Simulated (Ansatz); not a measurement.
# Sn2S3 (Ottemannite): the gap up the ladder of methods

What gap does each level of theory give for Sn2S3 (Ottemannite), and in what time?

Method: density functionals, hybrids and G0W0, plane waves, PAW, in Ansatz 0.2.0.

## 1. Set-up

It takes space group Pnma (No. 62, orthorhombic). The conventional cell has a = 8.878 Å, b = 3.751 Å, c = 14.020 Å, α = 90.00°, β = 90.00°, γ = 90.00°. Nearest to Sn lie 6 S at 2.50 to 2.60 Å. Sn has 4 S at 2.65 to 3.14 Å nearest. S has 4 Sn at 2.57 to 3.14 Å nearest. S has 3 Sn at 2.56 to 2.77 Å nearest. S has 3 Sn at 2.50 to 2.65 Å nearest. Farther neighbours and most contacts between anions are not listed.

The cell and positions come from the Crystallography Open Database and are kept as given unless a step says otherwise. The default PAW set here is soft_2. Its files were made with PBE.

## 2. LDA on the 4×6×2 mesh

This step: DFT, LDA, plane waves, PAW.

input.yaml

```yaml
crystal:
  lattice:
    - [8.878, 0.0, 0.0]
    - [0.0, 3.751, 0.0]
    - [0.0, 0.0, 14.02]
  atoms:
    - { symbol: Sn, position: [0.16494, 0.25, 0.05195] }
    - { symbol: Sn, position: [0.33506, 0.75, 0.55195] }
    - { symbol: Sn, position: [0.66494, 0.25, 0.44805] }
    - { symbol: Sn, position: [0.83506, 0.75, 0.94805] }
    - { symbol: Sn, position: [0.48509, 0.75, 0.16936] }
    - { symbol: Sn, position: [0.01491, 0.25, 0.66936] }
    - { symbol: Sn, position: [0.98509, 0.75, 0.33064] }
    - { symbol: Sn, position: [0.51491, 0.25, 0.83064] }
    - { symbol: S, position: [0.98047, 0.75, 0.1064] }
    - { symbol: S, position: [0.51953, 0.25, 0.6064] }
    - { symbol: S, position: [0.48047, 0.75, 0.3936] }
    - { symbol: S, position: [0.01953, 0.25, 0.8936] }
    - { symbol: S, position: [0.33879, 0.75, 0.99524] }
    - { symbol: S, position: [0.16121, 0.25, 0.49524] }
    - { symbol: S, position: [0.83879, 0.75, 0.50476] }
    - { symbol: S, position: [0.66121, 0.25, 0.00476] }
    - { symbol: S, position: [0.28631, 0.25, 0.21246] }
    - { symbol: S, position: [0.21369, 0.75, 0.71246] }
    - { symbol: S, position: [0.78631, 0.25, 0.28754] }
    - { symbol: S, position: [0.71369, 0.75, 0.78754] }
kpoints:
  mp_grid: { grid: [4, 6, 2] }
  band_path:
    path:
      - [0.0, 0.0, 0.0]
      - [0.5, 0.0, 0.0]
      - [0.5, 0.5, 0.0]
      - [0.0, 0.5, 0.0]
      - [0.0, 0.0, 0.5]
      - [0.5, 0.0, 0.5]
      - [0.5, 0.5, 0.5]
      - [0.0, 0.5, 0.5]
      - [0.1, 0.0, 0.0]
      - [0.0, 0.0, 0.45]
    npoints: 1
hamiltonian:
  xc: lda
scf:
  occupations: { method: fixed }
  n_extra_bands: 10
output:
  eigenvalues: true
  forces: true
  stress: true
```

Launch:

```
$ ansatz run input.yaml --threads 24 --pin off --max-ram 82944MiB --backend cuda --events-out ev --progress --plain --runs-dir out --devices 1 --max-vram 78GiB
```

Numbers of over 12 decimals in the logs are rounded to 6 here.

The log of the run:

```text
scf.n_extra_bands = 10 over 92 filled bands (N_el = 184.0): the run solves 102 bands
GPUs: using 1 of 1 available (devices: 1).
Engine: ansatz 0.2.0, aarch64-unknown-linux-gnu
Pseudopotentials: kind: paw
Pseudopotential: Sn, paw, valence charge 14, recommended cutoff 420 eV (normal), Sn.paw.azcp
Pseudopotential: S, paw, valence charge 6, recommended cutoff 420 eV (normal), S.paw.azcp
Functional definition: SPW92
  exchange = slater_x
  correlation = pw_c
device memory: the entry about to start is reckoned to put 24.4 GiB on a device that reports 180.6 GiB free (of which the cap on the GPU budget leaves the run 78.0 GiB)
GPU FFT provider: cuFFT
GPU libraries: cuBLAS 13.8.1, cuFFT 12.4.0, cuSOLVER 12.3.2
GPU matrix products: emulated (plane waves: as basis.precision tells), large ones in fixed point in workspaces of 1.00 GiB
Crystal: 20 atoms, lattice volume = 466.885 Å³
Basis set: ecut = 420 eV, 9143 PW (Γ)
Bands: 102, of which v1, the nominal top of the filled ones, is band 92 counted from 1 (91 counted from 0)
Symmetry: 8 space group operations
Space group: Pnma (ITA 62), of the structure as read, at distance tolerance 7.8e-5 Å
k-points: 24 of 48
Non-local potential: Sn, projectors of the file, l = 0: 2, l = 1: 2, l = 2: 2, l = 3: 2
Non-local potential: S, projectors of the file, l = 0: 2, l = 1: 2, l = 2: 2
PAW form: soft (Blöchl's): semilocal exchange-correlation on the pseudo side does not see the compensation charge
PAW frozen core: Sn, regenerated for the run's functional, and the local potential with it (the file was generated under x = pbe(κ = 0.804, μ = 0.219515), c = pbe(β = 0.066725))
PAW frozen core: S, regenerated for the run's functional, and the local potential with it (the file was generated under x = pbe(κ = 0.804, μ = 0.219515), c = pbe(β = 0.066725))
PAW one-centre angular grid: Sn, 590 points (default); XC on 64 Gauss nodes
PAW one-centre angular grid: S, 110 points (default); XC on 64 Gauss nodes
Initial density: superposition of atomic densities (neutral atoms: chi_scale 0, normalization atom), corrected by the library's trained network
Initial wavefunctions: pseudopotential atomic-orbital guess
GPU buffer pool allocated for 155520 grid points (all kernels)
GPU transforms: local potential and band sums: pruned to the plane-wave sphere, on 60×25×96
Functional: x = slater, c = lda
SCF iter   1: F=—  HF=-57479.286431 eV  |F-HF|=—  |Δ(HF+E_count)|=         —  Δρ=7.79e-3  dr2=3.55e-1  ethr=1.77e-3  ⟨swp⟩=5.3  Hψ=9079  notcnv=0  defer=177
preconditioner: auto → Resta (q_TF=auto, 2.336 Å⁻¹)  ε∞=3.6  [insulator: Δε(μ)=0.645 eV  Ē_g=14.562 eV  n_scr=110 (ndim 8)  ℏωp=23.3 eV  f_vac=0.007  ε∞_Penn≈3.6]
SCF iter   2: F=—  HF=-57479.186425 eV  |F-HF|=—  |Δ(HF+E_count)|=   1.00e-1  Δρ=3.41e-3  dr2=5.17e-2  ethr=1.93e-4  ⟨swp⟩=2.8  Hψ=3778  notcnv=0  defer=186
SCF iter   3: F=—  HF=-57479.169800 eV  |F-HF|=—  |Δ(HF+E_count)|=   1.66e-2  Δρ=7.24e-4  dr2=2.42e-3  ethr=2.81e-5  ⟨swp⟩=3.0  Hψ=4587  notcnv=0  defer=186
SCF iter   4: F=—  HF=-57479.169519 eV  |F-HF|=—  |Δ(HF+E_count)|=   2.80e-4  Δρ=2.04e-4  dr2=4.09e-4  ethr=1.32e-6  ⟨swp⟩=2.5  Hψ=3924  notcnv=0  defer=186
SCF iter   5: F=—  HF=-57479.168754 eV  |F-HF|=—  |Δ(HF+E_count)|=   7.66e-4  Δρ=6.62e-5  dr2=4.04e-5  ethr=2.22e-7  ⟨swp⟩=2.0  Hψ=3300  notcnv=0  defer=145
SCF iter   6: F=—  HF=-57479.169499 eV  |F-HF|=—  |Δ(HF+E_count)|=   7.45e-4  Δρ=2.68e-5  dr2=5.26e-6  ethr=2.20e-8  ⟨swp⟩=2.0  Hψ=3311  notcnv=0  defer=129
SCF iter   7: F=—  HF=-57479.169499 eV  |F-HF|=—  |Δ(HF+E_count)|=   2.71e-7  Δρ=8.60e-6  dr2=6.09e-7  ethr=2.86e-9  ⟨swp⟩=2.0  Hψ=3139  notcnv=0  defer=129
SCF iter   8: F=-57479.169499 eV  HF=-57479.169499 eV  |F-HF|=4.42e-9  |Δ(HF+E_count)|=   1.03e-8  Δρ=2.16e-6  dr2=3.86e-8  ethr=5.43e-11  ⟨swp⟩=14.0  Hψ=14543  notcnv=0
SCF 1 converged in 8 iterations: F = -57479.169499 eV  dr2 = 3.86e-8
[...]
device memory: the entry about to start is reckoned to put 12.1 GiB on a device that reports 180.6 GiB free (of which the cap on the GPU budget leaves the run 78.0 GiB)
NSCF: frozen V_eff on 10 k-points
SCF converged after 8 iterations
Free energy (F): -57479.169499 eV
Harris-Foulkes:  -57479.169499 eV  (|F-HF|=4.42e-9)
Internal energy: -57479.169499 eV  (E = F + TS)
E sigma→0 (E₀):  -57479.169499 eV
Fermi energy:    7.361704 eV
--- Per-component energies (eV) ---
  E_band       = -926.459956
  E_kinetic    = 2783.088095
  E_local      = -10495.121978  (includes V_loc(G=0)·N_el)
  E_nonlocal   = 137.222284
  E_hartree    = 5702.904615
  E_xc         = -4182.248003
  E_vxc        = -1836.078889  (∫ρ·V_xc dr)
  E_paw        = -38794.558481  (= ΣΔE_a)
  E_vpaw       = -2921.381765  (= ΣTr[D̂ρ^β])
  E_aug_tail   = 0.000015  (compensation charges beyond the density's cutoff)
  E_ewald      = -12635.693603
  E_core_change = 5.237556  (= ΣΔE_core)
  E_smearing   = -0.000000  (= −TS)
  E_closure    = 0.000000  (closes the sum)
  Σ components = -57479.169499   (vs F -57479.169499, Δ=0.00e0)
--- Forces (eV/Å), atoms counted from 1 ---
  atom   1  Sn    -0.05669027     0.00000000    -0.03265222
  atom   2  Sn     0.05669027    -0.00000000    -0.03265222
  atom   3  Sn    -0.05669027     0.00000000     0.03265222
  atom   4  Sn     0.05669027    -0.00000000     0.03265222
  atom   5  Sn    -0.12978109     0.00000000    -0.05232528
  atom   6  Sn     0.12978109     0.00000000    -0.05232528
  atom   7  Sn    -0.12978109     0.00000000     0.05232528
  atom   8  Sn     0.12978109     0.00000000     0.05232528
  atom   9  S      0.02920742     0.00000000     0.12124400
  atom  10  S     -0.02920742     0.00000000     0.12124400
  atom  11  S      0.02920742     0.00000000    -0.12124400
  atom  12  S     -0.02920742     0.00000000    -0.12124400
  atom  13  S      0.16917619     0.00000000     0.01862044
  atom  14  S     -0.16917619     0.00000000     0.01862044
  atom  15  S      0.16917619     0.00000000    -0.01862044
  atom  16  S     -0.16917619     0.00000000    -0.01862044
  atom  17  S      0.10332434    -0.00000000     0.03681879
  atom  18  S     -0.10332434    -0.00000000     0.03681879
  atom  19  S      0.10332434    -0.00000000    -0.03681879
  atom  20  S     -0.10332434    -0.00000000    -0.03681879
  max |Σ_I F_I| component: 4.16e-17 eV/Å
--- Stress (GPa, compression-positive) ---
       -1.629973       0.000000       0.000000
        0.000000      -1.428005       0.000000
        0.000000       0.000000      -1.698716
  P = ⅓ Tr σ = -1.5856 GPa (-15.856 kbar)
--- Band table (eV; the first three rows and the last of 24) ---
  k-point 0: bands = [... 88 lower, 6.2484, 6.6307, 7.3080, 7.3617, 8.2091, 8.3533, 8.3750, 8.6894, ... 6 higher]
  k-point 1: bands = [... 88 lower, 6.2880, 6.2880, 7.3491, 7.3491, 7.9836, 7.9836, 8.6843, 8.6843, ... 6 higher]
  k-point 2: bands = [... 88 lower, 6.5272, 6.6695, 6.9634, 7.0561, 8.5956, 8.6244, 9.0063, 9.2754, ... 6 higher]
  k-point 23: bands = [... 88 lower, 6.1547, 6.1547, 6.1547, 6.1547, 8.4367, 8.4367, 8.4367, 8.4367, ... 6 higher]
```

Run time: 1.8 s. Hardware: 1 × NVIDIA GB200 (shared by 2 runs) with 24 threads of Arm Neoverse V2, shared host; peak memory 1.1 GiB.

Numbers from this step:

```yaml
pressure: -1.586 GPa
gap: 0.5312 eV
valence_top_at: k = (0.100, 0.000, 0.000)
conduction_bottom_at: T
least_direct_gap: 0.6218 eV
```

Over mesh and listed points the gap is 0.531 eV, from k = (0.100, 0.000, 0.000) to k = (0.000, 0.500, 0.500). The least direct gap found is 0.622 eV, at k = (0.000, 0.000, 0.450). On the 4×6×2 mesh alone the same run gives 0.594 eV, so that mesh misses an edge of LDA: 0.594 − 0.531 = +0.063 eV.

## 3. r2SCAN on the 4×6×2 mesh

Levels along a band path and on the mesh show where this functional puts the band edges.

This step: DFT, r2SCAN, plane waves, PAW.

Edit input.yaml of step 2 so:

```diff
@@ -30,17 +30,11 @@
     path:
-      - [0.0, 0.0, 0.0]
-      - [0.5, 0.0, 0.0]
-      - [0.5, 0.5, 0.0]
-      - [0.0, 0.5, 0.0]
-      - [0.0, 0.0, 0.5]
-      - [0.5, 0.0, 0.5]
-      - [0.5, 0.5, 0.5]
-      - [0.0, 0.5, 0.5]
-      - [0.1, 0.0, 0.0]
-      - [0.0, 0.0, 0.45]
-    npoints: 1
+      - [[0.0, 0.0, 0.0], [0.5, 0.0, 0.0], [0.5, 0.5, 0.0], [0.0, 0.5, 0.0], [0.0, 0.0, 0.0], [0.0, 0.0, 0.5], [0.5, 0.0, 0.5], [0.5, 0.5, 0.5], [0.0, 0.5, 0.5], [0.0, 0.0, 0.5]]
+      - [[0.5, 0.0, 0.0], [0.5, 0.0, 0.5]]
+      - [[0.0, 0.5, 0.0], [0.0, 0.5, 0.5]]
+      - [[0.5, 0.5, 0.0], [0.5, 0.5, 0.5]]
+    npoints: 10
 hamiltonian:
-  xc: lda
+  xc: r2scan
 scf:
-  occupations: { method: fixed }
+  occupations: { method: fermi_dirac, width: 0.02 }
   n_extra_bands: 10
```

The log of the run:

```text
[...]
GPUs: using 1 of 1 available (devices: 1).
[...]
GPU FFT provider: cuFFT
GPU libraries: cuBLAS 13.8.1, cuFFT 12.4.0, cuSOLVER 12.3.2
[...]
Crystal: 20 atoms, lattice volume = 466.885 Å³
Basis set: ecut = 500 eV, 11863 PW (Γ), exchange–correlation on 288×120×432 points (64 copies of the dense FFT grid, shifted against one another)
Bands: 102, of which v1, the nominal top of the filled ones, is band 92 counted from 1 (91 counted from 0)
Symmetry: 8 space group operations
[...]
k-points: 24 of 48
[...]
GPU buffer pool allocated for 233280 grid points (all kernels)
GPU transforms: local potential: pruned to the plane-wave sphere, on 72×27×108; band sums: pruned to the plane-wave sphere, on 72×30×108
[...]
atom   7  Sn    -0.11059744    -0.00000000     0.02422239
  atom   8  Sn     0.11059744     0.00000000     0.02422239
[...]
atom  17  S      0.10066722    -0.00000000     0.03413813
  atom  18  S     -0.10066722     0.00000000     0.03413813
  atom  19  S      0.10066722    -0.00000000    -0.03413813
  atom  20  S     -0.10066722     0.00000000    -0.03413813
  max |Σ_I F_I| component: 9.71e-17 eV/Å
--- Stress (GPa, compression-positive) ---
        1.433203       0.000000       0.000000
        0.000000       1.559002       0.000000
        0.000000       0.000000       1.418295
  P = ⅓ Tr σ = 1.4702 GPa (14.702 kbar)
--- Band table (eV; the first three rows and the last of 24) ---
  k-point 0: bands = [... 88 lower, 6.2511, 6.7331, 7.4731, 7.5369, 8.6405, 8.8013, 8.9180, 9.2163, ... 6 higher]
  k-point 1: bands = [... 88 lower, 6.3922, 6.3922, 7.5214, 7.5214, 8.4453, 8.4453, 9.1940, 9.1940, ... 6 higher]
  k-point 2: bands = [... 88 lower, 6.5777, 6.7445, 7.1043, 7.2104, 9.0286, 9.0741, 9.5119, 9.7796, ... 6 higher]
  k-point 23: bands = [... 88 lower, 6.2002, 6.2002, 6.2002, 6.2002, 8.8952, 8.8952, 8.8952, 8.8952, ... 6 higher]
[key lines of the parts left out:]
SCF converged after 8 iterations
Free energy (F): -59188.592386 eV
Fermi energy:    7.968689 eV
```

Wall time 5.2 s (1 × NVIDIA GB200 (shared by 2 runs) with 24 threads); peak memory 1.8 GiB; 49 s of CPU time.

Numbers from this step:

```
pressure             : 1.470 GPa
filled bands         : 92
gap                  : 0.8298 eV
valence top at       : k = (0.100, 0.000, 0.000)
conduction bottom at : T
least direct gap     : 0.9166 eV
```

Over mesh and path the gap is 0.830 eV, from k = (0.100, 0.000, 0.000) to k = (0.000, 0.500, 0.500). The least direct gap found is 0.917 eV, at k = (0.000, 0.000, 0.450). On the 4×6×2 mesh alone the same run gives 0.876 eV, so that mesh misses an edge of r2SCAN: 0.876 − 0.830 = +0.046 eV. r2SCAN against LDA: 0.830 − 0.531 = +0.299 eV. The runs also differ in plane-wave cutoff (420 eV and 500 eV), so how much of this comes from the functional alone is not known.

## 4. r2SCAN+SOC on the 4×6×2 mesh

This run has two-component orbitals with spin-orbit coupling.

This step: DFT, r2SCAN with spin-orbit coupling, plane waves, PAW.

Edit input.yaml of step 3 so:

```diff
@@ -30,7 +30,13 @@
     path:
-      - [[0.0, 0.0, 0.0], [0.5, 0.0, 0.0], [0.5, 0.5, 0.0], [0.0, 0.5, 0.0], [0.0, 0.0, 0.0], [0.0, 0.0, 0.5], [0.5, 0.0, 0.5], [0.5, 0.5, 0.5], [0.0, 0.5, 0.5], [0.0, 0.0, 0.5]]
-      - [[0.5, 0.0, 0.0], [0.5, 0.0, 0.5]]
-      - [[0.0, 0.5, 0.0], [0.0, 0.5, 0.5]]
-      - [[0.5, 0.5, 0.0], [0.5, 0.5, 0.5]]
-    npoints: 10
+      - [0.0, 0.0, 0.0]
+      - [0.5, 0.0, 0.0]
+      - [0.5, 0.5, 0.0]
+      - [0.0, 0.5, 0.0]
+      - [0.0, 0.0, 0.5]
+      - [0.5, 0.0, 0.5]
+      - [0.5, 0.5, 0.5]
+      - [0.0, 0.5, 0.5]
+      - [0.1, 0.0, 0.0]
+      - [0.0, 0.0, 0.45]
+    npoints: 1
 hamiltonian:
@@ -39,3 +45,6 @@
   occupations: { method: fermi_dirac, width: 0.02 }
-  n_extra_bands: 10
+  n_extra_bands: 20
+magnetization:
+  noncollinear: true
+  spin_orbit: true
 output:
```

The log of the run:

```text
[...]
GPUs: using 1 of 1 available (devices: 1).
[...]
non-collinear run that drives no moment, with spin-orbit: no starting moment large enough to seed its density (crystal.atoms[].spin), no starting occupations that ask for one, no magnetisation constraint and no magnetic field, so the semilocal B_xc is pinned to zero
[...]
Crystal: 20 atoms, lattice volume = 466.885 Å³
[...]
SCF iter   4: F=—  HF=-59103.283345 eV  |F-HF|=—  |Δ(HF+E_count)|=   1.69e-2  Δρ=8.62e-4  dr2=4.47e-3  dr2_τ=6.42e-5  dr2_m=0.00e0 (ungated)  ethr=1.99e-5  |M|=0.00e0 ∫|m|=0.00e0 μB  |m|>n=0.0e0 m-floor=0.0e0 τ_xc=0.0e0  β_m=0.79  ⟨swp⟩=2.8  Hψ=4018  notcnv=0  defer=44
[...]
SCF 1 converged in 9 iterations: F = -59103.283399 eV  dr2 = 1.17e-8
[...]
SCF converged after 9 iterations
[...]
```

The job ended after 6.8 s (1 × NVIDIA GB200 (shared by 2 runs) with 24 threads; peak memory 2.5 GiB).

This step gave:

```
pressure             : 1.435 GPa
gap                  : 0.8307 eV
valence top at       : k = (0.100, 0.000, 0.000)
conduction bottom at : T
least direct gap     : 0.9148 eV
```

Over mesh and listed points the gap is 0.831 eV, from k = (0.100, 0.000, 0.000) to k = (0.000, 0.500, 0.500). The least direct gap found is 0.915 eV, at k = (0.000, 0.000, 0.450). On the 4×6×2 mesh alone the same run gives 0.876 eV, so that mesh misses an edge of r2SCAN+SOC: 0.876 − 0.831 = +0.045 eV. r2SCAN+SOC against r2SCAN: 0.831 − 0.830 = +0.001 eV, with the same mesh, set of files (read in its fully relativistic form for the spin-orbit run) and cutoff, and both edges at the same k points. The spin-orbit run sees mesh and listed points alone, so its gap is an upper bound: the coupling can move an edge off these points, and the change over the zone, its sign included where it is small, is not known.

## 5. HSE06 on the 2×4×2 mesh

HSE06 mixes in a quarter of exact exchange at short range.

This step: DFT, HSE06, plane waves, PAW.

Edit input.yaml of step 4 so:

```diff
@@ -27,3 +27,3 @@
 kpoints:
-  mp_grid: { grid: [4, 6, 2] }
+  mp_grid: { grid: [2, 4, 2] }
   band_path:
@@ -42,12 +42,7 @@
 hamiltonian:
-  xc: r2scan
+  xc: hse06
 scf:
-  occupations: { method: fermi_dirac, width: 0.02 }
-  n_extra_bands: 20
-magnetization:
-  noncollinear: true
-  spin_orbit: true
+  occupations: { method: fixed }
+  n_extra_bands: 10
 output:
   eigenvalues: true
-  forces: true
-  stress: true
```

The log of the run:

```text
[...]
GPUs: using 1 of 1 available (devices: 1).
[...]
davidson cushion auto → on  (no smearing: the cushion is to keep the highest requested band from converging to the state above it; pin scf.eigensolver.cushion to override)
[...]
Crystal: 20 atoms, lattice volume = 466.885 Å³
Basis set: ecut = 420 eV, 9143 PW (Γ)
Bands: 102, of which v1, the nominal top of the filled ones, is band 92 counted from 1 (91 counted from 0)
Symmetry: 8 space group operations
[...]
k-points: 12 of 16
[...]
Frozen-core exchange: fock
SCF iter   1: F=—  HF=-59065.521454 eV  |F-HF|=—  |Δ(HF+E_count)|=         —  Δρ=5.65e-3  dr2=1.06e-1  ethr=1.54e-7  ⟨swp⟩=9.5  Hψ=8032  notcnv=0
[...]
hybrid outer 1: dexx = +7.642e-2 eV, tail = 5.55e-4 eV
[...]
SCF 3 converged in 5 iterations: F = -59065.549328 eV  dr2 = 5.26e-8
hybrid outer 2: dexx = +1.399e-5 eV, tail = 4.77e-7 eV, Δε = 3.05e-3 eV (about 1.34e-4 eV left of the loop's levels)
[...]
--- Band table (eV; the first three rows and the last of 12) ---
[...]
```

Run time: 23 s. Hardware: 1 × NVIDIA GB200 (shared by 2 runs) with 24 threads; peak memory 2.9 GiB; 4.4 min of CPU time.

Numbers from this step:

```
gap                     : 1.225 eV
valence top at          : k = (0.100, 0.000, 0.000)
conduction bottom at    : T
least direct gap        : 1.292 eV
exact-exchange fraction : 0.25
```

Over mesh and listed points the gap is 1.225 eV, from k = (0.100, 0.000, 0.000) to k = (0.000, 0.500, 0.500). The least direct gap found is 1.292 eV, at k = (0.000, 0.000, 0.450). On the 2×4×2 mesh alone the same run gives 1.280 eV, so that mesh misses an edge of HSE06: 1.280 − 1.225 = +0.055 eV. HSE06 against LDA: 1.225 − 0.531 = +0.694 eV. The runs also differ in mesh (4×6×2 and 2×4×2), so how much of this comes from the functional alone is not known.

## 6. PBE0 on the 2×4×2 mesh

PBE0 mixes in a quarter of exact exchange at all distances.

This step: DFT, PBE0, plane waves, PAW.

Edit input.yaml of step 5 so:

```diff
@@ -42,3 +42,3 @@
 hamiltonian:
-  xc: hse06
+  xc: pbe0
 scf:
```

The log of the run:

```text
[...]
GPUs: using 1 of 1 available (devices: 1).
[...]
Crystal: 20 atoms, lattice volume = 466.885 Å³
Basis set: ecut = 420 eV, 9143 PW (Γ)
Bands: 102, of which v1, the nominal top of the filled ones, is band 92 counted from 1 (91 counted from 0)
Symmetry: 8 space group operations
[...]
k-points: 12 of 16
[...]
Frozen-core exchange: fock
SCF iter   1: F=—  HF=-59061.806876 eV  |F-HF|=—  |Δ(HF+E_count)|=         —  Δρ=5.48e-3  dr2=1.05e-1  ethr=1.55e-7  ⟨swp⟩=9.7  Hψ=8026  notcnv=0
[...]
SCF iter   2: F=—  HF=-59061.775076 eV  |F-HF|=—  |Δ(HF+E_count)|=   3.18e-2  Δρ=2.33e-3  dr2=3.12e-2  ethr=1.55e-7  ⟨swp⟩=7.0  Hψ=6172  notcnv=0
[...]
hybrid outer 1: dexx = +1.212e-1 eV, tail = 7.05e-4 eV
[...]
SCF 3 converged in 6 iterations: F = -59061.867909 eV  dr2 = 2.71e-8
[...]
--- Band table (eV; the first three rows and the last of 12) ---
[...]
```

Run time: 22 s. Hardware: 1 × NVIDIA GB200 (shared by 2 runs) with 24 threads; peak memory 2.9 GiB; 4.4 min of CPU time.

This step gave:

```yaml
gap: 1.874 eV
valence_top_at: k = (0.100, 0.000, 0.000)
conduction_bottom_at: T
least_direct_gap: 1.944 eV
exact_exchange_fraction: 0.25
```

Over mesh and listed points the gap is 1.874 eV, from k = (0.100, 0.000, 0.000) to k = (0.000, 0.500, 0.500). The least direct gap found is 1.944 eV, at k = (0.000, 0.000, 0.450). On the 2×4×2 mesh alone the same run gives 1.934 eV, so that mesh misses an edge of PBE0: 1.934 − 1.874 = +0.060 eV. PBE0 against HSE06: 1.874 − 1.225 = +0.649 eV, with the same mesh, files and cutoff, and both edges at the same k points.

(Continued in part 2 of 2.)

[Paths, hosts, dates, memory and timing lines, banners, echoed tables and standing remarks are left out of the program output.]

[Logs are printed without paths, hosts, clocks, repeated set-up lines and the standing remarks that a program may print on its own settings, such as how far it seeks lower states.]

[Runs of the session that timed out or met a known fault of the program may be left out.]

[Cells called generated may have been cut or substituted from an entry of the Crystallography Open Database or the Materials Project.]

[Hosts, paths, dates, database ids (printed as entryN), source tags and the programs' standing remarks are cut or masked in the printed files.]

[Where an RPA ε∞ is given, it is that of the G0W0 mesh and is not shown converged in it. Names of k-points follow the symmetry that the program found, which can be lower than the space group named. Band edges on a path are those of the sampled points; other points can move an edge, and change direct to indirect where valleys lie close.]

[Hybrid gaps are those of their k-mesh and are not shown converged in it.]
